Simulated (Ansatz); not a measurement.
An input for Ansatz 0.2.0 (Rb2LiVO4 (Cmc2_1)):

```yaml
crystal:
  lattice:
    - [2.9395, -5.8505, 0.0]
    - [2.9395, 5.8505, 0.0]
    - [0.0, 0.0, 7.933]
  atoms:
    - { symbol: Rb, position: [0.605, 0.395, 0.9488] }
    - { symbol: Rb, position: [0.395, 0.605, 0.4488] }
    - { symbol: Rb, position: [0.0617, 0.9383, 0.5932] }
    - { symbol: Rb, position: [0.9383, 0.0617, 0.0932] }
    - { symbol: Li, position: [0.1989, 0.8011, 0.1716] }
    - { symbol: Li, position: [0.8011, 0.1989, 0.6716] }
    - { symbol: V, position: [0.6905, 0.3095, 0.3894] }
    - { symbol: V, position: [0.3095, 0.6905, 0.8894] }
    - { symbol: O, position: [0.4087, 0.1191, 0.2817] }
    - { symbol: O, position: [0.5913, 0.8809, 0.7817] }
    - { symbol: O, position: [0.8809, 0.5913, 0.2817] }
    - { symbol: O, position: [0.1191, 0.4087, 0.7817] }
    - { symbol: O, position: [0.634, 0.366, 0.5887] }
    - { symbol: O, position: [0.366, 0.634, 0.0887] }
    - { symbol: O, position: [0.835, 0.165, 0.4236] }
    - { symbol: O, position: [0.165, 0.835, 0.9236] }
kpoints:
  mp_grid: { grid: [4, 4, 2] }
hamiltonian:
  xc: r2scan
  pseudopotentials: { kind: paw, azcp: { folder: soft_1 } }
scf:
  occupations: { method: fixed }
gw:
  n_empty_bands: 426
  ecut_chi: 78
  qp_bands: [v4, c4]
  qp_kpoints: band_edges
  screening: { model: godby_needs }
```

```sh
ansatz run input.yaml --threads 24 --pin off --max-ram 82944MiB --backend cuda --events-out ev --progress --plain --runs-dir out --devices 1 --max-vram 78GiB
```

Q: How long will it take on 1 × NVIDIA GB200 (shared by 2 runs) with 24 threads of Arm Neoverse V2, shared host, and how much memory?

It took 17 s; on shared hardware allow 8.4 s to 34 s. Peak host memory was 3.6 GiB. The sizes that set the cost: 6919 plane waves a state, 14 irreducible k points, 484 bands summed, 431 plane waves in the screening and 10 SCF cycles.

The screening grows as filled bands × empty bands × pairs of k points, times the square of the screening basis for the matrix.

[Paths, hosts, dates, memory and timing lines, banners, echoed tables and standing remarks are left out of the program output.]

[Logs are printed without paths, hosts, clocks, repeated set-up lines and the standing remarks that a program may print on its own settings, such as how far it seeks lower states.]

[Runs of the session that timed out or met a known fault of the program may be left out.]

[Cells called generated may have been cut or substituted from an entry of the Crystallography Open Database or the Materials Project.]

[Hosts, paths, dates, database ids (printed as entryN), source tags and the programs' standing remarks are cut or masked in the printed files.]
